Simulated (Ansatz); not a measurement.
# F on Mg(0001): change of the work function, part 2 of 3

Aim: the work function of Mg(0001) at several coverages of F (fcc site), and the dipole that each adsorbate carries.

Ansatz 0.2.0; plane-wave DFT, PBE, Ansatz PAW.

So far, work function, upper face (eV): step 2 (the clean slab) 3.79.

## 3. Adsorbate added, k-mesh 6×6×1, coverage 0.25 ML

System of this step: F/Mg(0001). The cell holds 17 atoms: 16 Mg and 1 F. Its edges and angles: a = 6.420 Å, b = 6.420 Å, c = 26.699 Å, α = 90.0°, β = 90.0°, γ = 60.0°. Vacuum lies along c.

The clean slab as it ended is repeated in the plane and the adsorbate is set on one face; the cell's size fixes the coverage, and the k-mesh shrinks with it to keep the sampling density about even. Adsorbate and upper layers relax, since the dipole depends on the height.

input.yaml

```yaml
crystal:
  lattice:
    - [6.4199999999, 0.0, 0.0]
    - [3.21, 5.5598830922, 0.0]
    - [0.0, 0.0, 26.6993944175]
  atoms:
    - { symbol: Mg, position: [0.3333333333, 0.3333333333, 0.3370862971] }
    - { symbol: Mg, position: [0.0, 0.0, 0.4347109832] }
    - { symbol: Mg, position: [0.3333333333, 0.3333333333, 0.5325265893] }
    - { symbol: Mg, position: [0.0, 0.0, 0.6310347898] }
    - { symbol: Mg, position: [0.3333333333, 0.8333333333, 0.3370862971] }
    - { symbol: Mg, position: [0.0, 0.5, 0.4347109832] }
    - { symbol: Mg, position: [0.3333333333, 0.8333333333, 0.5325265893] }
    - { symbol: Mg, position: [0.0, 0.5, 0.6310347898] }
    - { symbol: Mg, position: [0.8333333333, 0.3333333333, 0.3370862971] }
    - { symbol: Mg, position: [0.5, 0.0, 0.4347109832] }
    - { symbol: Mg, position: [0.8333333333, 0.3333333333, 0.5325265893] }
    - { symbol: Mg, position: [0.5, 0.0, 0.6310347898] }
    - { symbol: Mg, position: [0.8333333333, 0.8333333333, 0.3370862971] }
    - { symbol: Mg, position: [0.5, 0.5, 0.4347109832] }
    - { symbol: Mg, position: [0.8333333333, 0.8333333333, 0.5325265893] }
    - { symbol: Mg, position: [0.5, 0.5, 0.6310347898] }
    - { symbol: F, position: [0.1666666667, 0.1666666667, 0.6629137029] }
kpoints:
  mp_grid: { grid: [6, 6, 1] }
hamiltonian:
  xc: pbe
scf:
  occupations: { method: fermi_dirac, width: 0.1 }
  convergence: { dr2_threshold: 1.0e-08 }
efield:
  axis: 3
  dipole_correction: true
  ramp_position: 0.97
  ramp_width: 0.06
relax:
  f_tol: 0.02
  max_steps: 60
  constraints: [{ sites: [0, 1, 4, 5, 8, 9, 12, 13] }]
output:
  dos: { projected: true, e_range: [-8, 4] }
  write_potential: true
  write_density: true
  volumetric_format: npy
  elf: true
```

Run with:

```bash
> ansatz run input.yaml --threads 2 --pin off --max-ram 3072MiB --backend cpu --events-out ev --progress --plain --runs-dir out
```

Numbers of over 12 decimals in the logs are rounded to 6 here.

Log:

```text
[...]
Crystal: 17 atoms, lattice volume = 953.020 Å³
Basis set: ecut = 420 eV, 18725 PW (Γ), exchange–correlation on 90×90×360 points (8 copies of the dense FFT grid, shifted against one another)
Bands: 101, of which v1, the nominal top of the filled ones, is band 84 counted from 1 (83 counted from 0)
Symmetry: 6 space group operations
[...]
k-points: 7 of 36 (time reversal used)
[...]
SCF iter   1: F=—  HF=-31588.772937 eV  |F-HF|=—  |Δ(HF+E_count)|=         —  Δρ=1.08e-3  dr2=1.83e-1  ethr=1.77e-3  p=0.055 e·Å  D=1.05e-2 V/Å  ΔV_dip=-0.28 eV  dr2_dipole=9.21e-2  V_vac-E_F(+/−)=3.54/3.82 eV  ⟨swp⟩=14.3  Hψ=4073  notcnv=0  defer=4
[...]
SCF iter   8: F=-31588.763352 eV  HF=-31588.763352 eV  |F-HF|=5.57e-10  |Δ(HF+E_count)|=   1.64e-8  Δρ=1.58e-7  dr2=5.34e-10  ethr=5.99e-12  p=0.020 e·Å  D=3.79e-3 V/Å  ΔV_dip=-0.10 eV  dr2_dipole=7.60e-11  V_vac-E_F(+/−)=3.67/3.77 eV  ⟨swp⟩=14.6  Hψ=3970  notcnv=0
SCF 1 converged in 8 iterations: F = -31588.763352 eV  dr2 = 5.34e-10
[...]
relax step   1: F+E_penalty+E_count = -31588.76335176 eV  Δ(F+E_penalty+E_count) = +0.000e0 eV  max|allowed force component| = 1.883e-1 eV/Å  Δτ_max = 0.0000 Å  (8 SCF iters, accepted)
[...]
SCF iter   7: F=-31588.785089 eV  HF=-31588.785089 eV  |F-HF|=2.61e-9  |Δ(HF+E_count)|=   4.79e-8  Δρ=5.11e-7  dr2=3.12e-9  ethr=5.99e-12  p=0.021 e·Å  D=3.93e-3 V/Å  ΔV_dip=-0.10 eV  dr2_dipole=9.95e-11  V_vac-E_F(+/−)=3.67/3.77 eV  ⟨swp⟩=12.3  Hψ=4224  notcnv=0
SCF 2 converged in 7 iterations: F = -31588.785089 eV  dr2 = 3.12e-9
relax step   2: F+E_penalty+E_count = -31588.78508945 eV  Δ(F+E_penalty+E_count) = -2.174e-2 eV  max|allowed force component| = 1.221e-1 eV/Å  Δτ_max = 0.0848 Å  (7 SCF iters, accepted)
SCF iter   1: F=—  HF=-31588.789054 eV  |F-HF|=—  |Δ(HF+E_count)|=         —  Δρ=4.14e-4  dr2=1.96e-3  ethr=9.91e-6  p=0.021 e·Å  D=3.93e-3 V/Å  ΔV_dip=-0.10 eV  dr2_dipole=1.89e-4  V_vac-E_F(+/−)=3.67/3.77 eV  ⟨swp⟩=4.7  Hψ=1644  notcnv=0  defer=7
[...]
SCF iter   7: F=-31588.788755 eV  HF=-31588.788755 eV  |F-HF|=7.24e-10  |Δ(HF+E_count)|=   2.00e-8  Δρ=2.44e-7  dr2=1.55e-9  ethr=5.99e-12  p=0.019 e·Å  D=3.68e-3 V/Å  ΔV_dip=-0.10 eV  dr2_dipole=2.18e-10  V_vac-E_F(+/−)=3.67/3.77 eV  ⟨swp⟩=12.4  Hψ=3985  notcnv=0
SCF 3 converged in 7 iterations: F = -31588.788755 eV  dr2 = 1.55e-9
relax step   3: F+E_penalty+E_count = -31588.78875540 eV  Δ(F+E_penalty+E_count) = -3.666e-3 eV  max|allowed force component| = 5.341e-2 eV/Å  Δτ_max = 0.0478 Å  (7 SCF iters, accepted)
[...]
relax step   4: F+E_penalty+E_count = -31588.78892328 eV  Δ(F+E_penalty+E_count) = -1.679e-4 eV  max|allowed force component| = 3.783e-2 eV/Å  Δτ_max = 0.0351 Å  (7 SCF iters, accepted)
SCF iter   1: F=—  HF=-31588.789460 eV  |F-HF|=—  |Δ(HF+E_count)|=         —  Δρ=2.20e-4  dr2=5.31e-4  ethr=3.44e-6  p=0.015 e·Å  D=2.78e-3 V/Å  ΔV_dip=-0.07 eV  dr2_dipole=3.54e-5  V_vac-E_F(+/−)=3.69/3.77 eV  ⟨swp⟩=3.0  Hψ=1239  notcnv=0  defer=5
[...]
SCF iter   6: F=-31588.789310 eV  HF=-31588.789310 eV  |F-HF|=2.13e-9  |Δ(HF+E_count)|=   1.59e-8  Δρ=2.73e-7  dr2=1.57e-9  ethr=5.99e-12  p=0.017 e·Å  D=3.15e-3 V/Å  ΔV_dip=-0.08 eV  dr2_dipole=1.82e-10  V_vac-E_F(+/−)=3.69/3.77 eV  ⟨swp⟩=9.1  Hψ=4145  notcnv=0
SCF 5 converged in 6 iterations: F = -31588.789310 eV  dr2 = 1.57e-9
relax step   5: F+E_penalty+E_count = -31588.78930970 eV  Δ(F+E_penalty+E_count) = -3.864e-4 eV  max|allowed force component| = 1.755e-3 eV/Å  Δτ_max = 0.0161 Å  (6 SCF iters, accepted)
NSCF: frozen V_eff on 7 k-points
[...]
WARN: The input density's exchange-correlation potential varies sharply where the density is thin. Do not read a vacuum level from v_tot or v_xc, or from such a field of the output density. On a cell that repeats whose density bears no net charge and no dipole along the vacuum's axis use v_es (v_loc + v_h of the components); under efield.dipole_correction with no amplitude use v_es + v_field, which holds any external [...]
SCF converged after 6 iterations
Free energy (F): -31588.789310 eV
[...]
Internal energy: -31588.530436 eV  (E = F + TS)
E sigma→0 (E₀):  -31588.659873 eV
Entropy (-TS):   -0.258874 eV (-15.228 meV/atom)
Fermi energy:    0.031784 eV
Dipole field:    D = 0.003138 V/Å  (p = 0.016529 e·Å, saw-weighted, corrected)
Work function:   Φ+ = 3.6853 eV   Φ− = 3.7691 eV
[...]
--- Forces (eV/Å), atoms counted from 1 ---
  atom   1  Mg    -0.03402022    -0.01964159    -0.02810176
  atom   2  Mg     0.00683804     0.00394795     0.02571613
  atom   3  Mg    -0.00001885    -0.00001088     0.00000261
  atom   4  Mg    -0.00020390    -0.00011772     0.00016250
  atom   5  Mg     0.00000000     0.03928317    -0.02810176
  atom   6  Mg    -0.00000000    -0.00789589     0.02571613
  atom   7  Mg     0.00000000     0.00002176     0.00000261
  atom   8  Mg     0.00000000     0.00023545     0.00016250
  atom   9  Mg     0.03402022    -0.01964159    -0.02810176
  atom  10  Mg    -0.00683804     0.00394795     0.02571613
  atom  11  Mg     0.00001885    -0.00001088     0.00000261
  atom  12  Mg     0.00020390    -0.00011772     0.00016250
  atom  13  Mg     0.00000000     0.00000000    -0.03895254
  atom  14  Mg    -0.00000000     0.00000000     0.04720419
  atom  15  Mg     0.00000000     0.00000000     0.00045231
  atom  16  Mg    -0.00000000    -0.00000000    -0.00030285
  atom  17  F     -0.00000000    -0.00000000    -0.00175454
  max |Σ_I F_I| component: 1.50e-5 eV/Å
--- Band table (eV; the first three rows and the last of 7) ---
  k-point 0: bands = [... 80 lower, -1.0478, -0.9119, -0.8728, -0.8728, -0.6410, 0.2452, 0.2452, 0.3715, ... 13 higher]
  k-point 1: bands = [... 80 lower, -0.8610, -0.7378, -0.4788, -0.3289, -0.1770, 0.1835, 0.2942, 0.7869, ... 13 higher]
  k-point 2: bands = [... 80 lower, -0.6970, -0.4311, -0.1948, 0.1785, 0.2497, 1.0404, 1.0672, 1.1982, ... 13 higher]
  k-point 6: bands = [... 80 lower, -0.2490, -0.2394, -0.1962, 0.4247, 0.4374, 0.5467, 0.6261, 0.7429, ... 13 higher]
--- Relaxed structure (5 steps of the walk, 5 accepted, 0 SCFs on fresh bases) ---
  F+E_penalty+E_count = -31588.78930970 eV   max|allowed force component| = 1.755e-3 eV/Å
  atoms:
    - { symbol: Mg, position: [0.333333, 0.333333, 0.337086] }
    - { symbol: Mg, position: [2.6667121670171395e-17, 2.66671216701714e-17, 0.4347109832] }
    - { symbol: Mg, position: [0.332287, 0.332287, 0.532279] }
    - { symbol: Mg, position: [-0.00151453, -0.00151453, 0.633211] }
    - { symbol: Mg, position: [0.333333, 0.833333, 0.337086] }
    - { symbol: Mg, position: [5.551115123125783e-17, 0.500000, 0.4347109832] }
    - { symbol: Mg, position: [0.332287, 0.835427, 0.532279] }
    - { symbol: Mg, position: [-0.00151453, 0.503029, 0.633211] }
    - { symbol: Mg, position: [0.833333, 0.333333, 0.337086] }
    - { symbol: Mg, position: [0.500000, 2.66671216701714e-17, 0.4347109832] }
    - { symbol: Mg, position: [0.835427, 0.332287, 0.532279] }
    - { symbol: Mg, position: [0.503029, -0.00151453, 0.633211] }
    - { symbol: Mg, position: [0.833333, 0.833333, 0.337086] }
    - { symbol: Mg, position: [0.5, 0.5, 0.4347109832] }
    - { symbol: Mg, position: [0.833333, 0.833333, 0.532522] }
    - { symbol: Mg, position: [0.5, 0.5, 0.626322] }
    - { symbol: F, position: [0.166667, 0.166667, 0.666014] }
```

It took 3.5 min on 2 threads of Arm Neoverse N1, shared host; peak memory 1.7 GiB.

This run has no spin polarisation although its electron count is odd.

Relaxation path:

```tsv
step	energy less that of the first step (eV)	largest force component (eV/Å)
1	0.0000	0.1883
2	-0.0217	0.1221
3	-0.0254	0.0534
4	-0.0256	0.0378
5	-0.0260	0.0018
```

Forces are held to the 6 operations that the run works with; a distortion that breaks them can't arise in this run.

The atoms that moved most (Å):

```tsv
atom	dx	dy	dz	length
Mg16	0.000	0.000	-0.126	0.126
F17	0.000	0.000	0.083	0.083
Mg12	0.015	-0.008	0.058	0.061
Mg8	0.000	0.017	0.058	0.061
Mg4	-0.015	-0.008	0.058	0.061
Mg7	0.000	0.012	-0.007	0.013
Mg3	-0.010	-0.006	-0.007	0.013
Mg11	0.010	-0.006	-0.007	0.013
```

Final coordinates:

```xyz
17
Lattice="6.4200 0.0000 0.0000 3.2100 5.5599 0.0000 0.0000 0.0000 26.6994" Properties=species:S:1:pos:R:3
Mg    3.2100    1.8533    9.0000
Mg    0.0000    0.0000   11.6065
Mg    3.1999    1.8475   14.2115
Mg   -0.0146   -0.0084   16.9064
Mg    4.8150    4.6332    9.0000
Mg    1.6050    2.7799   11.6065
Mg    4.8150    4.6449   14.2115
Mg    1.6050    2.7968   16.9064
Mg    6.4200    1.8533    9.0000
Mg    3.2100    0.0000   11.6065
Mg    6.4301    1.8475   14.2115
Mg    3.2246   -0.0084   16.9064
Mg    8.0250    4.6332    9.0000
Mg    4.8150    2.7799   11.6065
Mg    8.0250    4.6332   14.2180
Mg    4.8150    2.7799   16.7224
F     1.6050    0.9266   17.7822
```

Numbers from this step:

| Item | Value |
| --- | --- |
| energy at zero smearing | -31588.6599 eV |
| work function, upper face | 3.685 eV |
| work function, lower face | 3.769 eV |
| dipole along the normal | 0.01653 e·Å |
| step between the vacuum levels | -0.08378 eV |

Running mean over 2.60652 Å of the planar mean; the ramp of the sawtooth is left out. The electron's electrostatic potential energy less the Fermi level by z:

z (Å), electron's electrostatic potential energy less the Fermi level (eV) and a bar from the least value:
```
        4       3.77 ##############################
        5       3.75 ##############################
        6       3.62 #############################
        7       2.58 ##########################
        8      -2.11 #########
        9      -4.02 ##
       10      -4.03 ##
       11      -4.02 ##
       12      -4.01 ##
       13      -4.02 ##
       14      -4.01 ##
       15      -3.94 ##
       16      -3.99 ##
       17      -4.58 
       18      -2.03 #########
       19       2.44 #########################
       20       3.58 #############################
       21       3.67 ##############################
       22       3.68 ##############################
       23       3.69 ##############################
```

The density of states has structure finer than the step of the table below, so its rows give means over 0.25 eV, whole bins alone (the curve runs from -8 to 1.98 eV). Peaks (eV: height): -7.250: 49.9, -6.770: 36.7, -1.560: 16.6, -0.720: 19.6, 0.360: 15.5, 0.960: 15.8, 1.950: 18.9.

The density of states by energy, zero at the Fermi level; means over each step:

```tsv
energy (eV)	density of states (states/eV a cell)
-7.50	0
-7.25	11.0
-7.00	0.0777
-6.75	7.03
-6.50	0.169
-6.25	1.72
-6.00	1.60
-5.75	1.57
-5.50	3.27
-5.25	2.62
-5.00	3.10
-4.75	3.91
-4.50	2.50
-4.25	3.30
-4.00	5.97
-3.75	4.57
-3.50	3.84
-3.25	3.45
-3.00	6.88
-2.75	5.60
-2.50	4.79
-2.25	4.97
-2.00	5.66
-1.75	8.26
-1.50	7.95
-1.25	3.06
-1.00	7.75
-0.75	9.77
-0.50	6.48
-0.25	8.47
0.00	7.25
0.25	8.28
0.50	3.96
0.75	7.64
1.00	9.52
1.25	8.90
1.50	8.52
1.75	9.06
```

Projected DOS per atom over height of the atomic layer and energy from the Fermi level. Layers: Mg4 Mg4 Mg4 Mg4 F from below.

Ten even steps from '0' (0.0 states/eV) to '9' (8.1 states/eV), each cell a mean:
```
00000
00000
00000
00000
00000
00000
00000
00000
00000
00000
00000
00000
00000
00000
00000
00000
00000
00000
00000
00004
00009
00000
```
Columns: height of the atomic layer (Å) from 9 to 17.8 (not evenly spaced); rows upwards: energy from the Fermi level (eV) from -7.96 to 1.95.

ELF in the ca plane at fractional y = 0.000, with atoms of Mg within 0.2 Å of it. It is the smooth field of the valence electrons, not physical close to the nuclei.

Ten even steps from '0' (0.00) to '9' (0.76), each cell a mean:
```
98741444315888888612545102110000000000000000
77752132126776677630232135421000000000000000
24565311356632235653223587531000000000000000
02466766666410014556789998631000000000000000
02466766666410014556789998631000000000000000
24665211356642235653223587531000000000000000
77752133126776677631232135421000000000000000
98741444315888887612444102110000000000000000
98741434415888888613435200000000000000000000
88751244216787788721443000000000000000000000
45663111146753357751011221000000000000000000
12566544566520025763113553100000000000000000
01467777766410014663124664200000000000000000
12566544566520025763113553100000000000000000
45663111146753357751000221000000000000000000
88751254216787788721443000000000000000000000
98741434415888888613435200000000000000000000
```
Columns run along c (16.0 Å, from fractional 0.35 to 0.95 of the cell), rows up along a (6.4 Å). Atoms in or near the plane, at fractional coordinates: Mg at (0.43, 0.00), Mg at (0.63, 0.00), Mg at (0.43, 0.50), Mg at (0.63, 0.50).

Electrostatic potential energy in the ca plane at fractional y = 0.000, with atoms of Mg within 0.2 Å of it. With pseudopotentials it is smooth inside the atoms' cores, unlike the true potential.

Ten even steps from '0' (-50 eV) to '9' (4 eV), each cell a mean:
```
99997300489999999985001689999999999999999999
99998745789999999987546899999999999999999999
89999888899988889998888999999999999999999999
88999999999988889999999999999999999999999999
88999999999988889999999999999999999999999999
89999888899998889998888999999999999999999999
99998644789999999987545899999999999999999999
99997300489999999985001689999999999999999999
99997200379999999984000689999999999999999999
99998511589999999986213789999999999999999999
89998877899998899998777899999999999999999999
88999988999988889999889999999999999999999999
88999999999987789999999999999999999999999999
88999988999988889999889999999999999999999999
89998877899998899998777899999999999999999999
99998511589999999986213789999999999999999999
99997100379999999984000689999999999999999999
```
Columns run along c (16.0 Å, from fractional 0.35 to 0.95 of the cell; values clipped at the 3rd and 97th percentile), rows up along a (6.4 Å). Atoms in or near the plane, at fractional coordinates: Mg at (0.43, 0.00), Mg at (0.63, 0.00), Mg at (0.43, 0.50), Mg at (0.63, 0.50).

Valence density in the ca plane at fractional y = 0.000, with atoms of Mg within 0.2 Å of it. It is the smooth field of the valence electrons, not physical close to the nuclei.

Values in e/Å³, 9 rows by 16 columns, each cell a mean:
```
 0  0  6  0  0  0  0  5  1  0  0  0  0  0  0  0
 0  0  0  0  0  0  0  0  0  0  0  0  0  0  0  0
 0  0  0  0  0  0  0  0  0  0  0  0  0  0  0  0
 0  0  3  0  0  0  0  3  1  0  0  0  0  0  0  0
 0  0 14  0  0  0  0 11  3  0  0  0  0  0  0  0
 0  0  1  0  0  0  0  1  0  0  0  0  0  0  0  0
 0  0  0  0  0  0  0  0  0  0  0  0  0  0  0  0
 0  0  0  0  0  0  0  0  0  0  0  0  0  0  0  0
 0  0 11  0  0  0  0  9  2  0  0  0  0  0  0  0
```
Columns run along c (16.0 Å, from fractional 0.35 to 0.95 of the cell), rows up along a (6.4 Å). Atoms in or near the plane, at fractional coordinates: Mg at (0.43, 0.00), Mg at (0.63, 0.00), Mg at (0.43, 0.50), Mg at (0.63, 0.50).

The relaxation took 5 steps and lowered the energy by 0.026 eV; the largest force on the free atoms ends at 0.0018 eV/Å.

By hand: a sheet of dipoles makes a step −p/(ε₀A) in the electron's potential. With e/ε₀ = 180.95 V·Å, p = 0.01653 e·Å and A = 35.69 Å², that is −180.95 × (0.01653) / 35.69 = -0.084 eV, and the two vacuum levels of the run differ by -0.084 eV.

The covered face has 3.69 eV, -0.10 eV against the clean one; the bare back face has moved by -0.02 eV, a measure of how thin the slab is.

(Continued in part 3 of 3.)

[Logs are printed without paths, hosts, clocks, repeated set-up lines and the standing remarks that a program may print on its own settings, such as how far it seeks lower states.]

[Hosts, paths, dates, database ids (printed as entryN), source tags and the programs' standing remarks are cut or masked in the printed files.]

[Maps of the electrostatic potential energy from Ansatz leave out the sawtooth potential of an applied field or a dipole correction, so their vacuum need not be flat; planar profiles and work functions include it.]

[The density of states shown here was stored with 400 of the rows of the run's finer table, so its peaks can read low, often by over a quarter, or be missed, and its means over a window can be off by a tenth or more.]
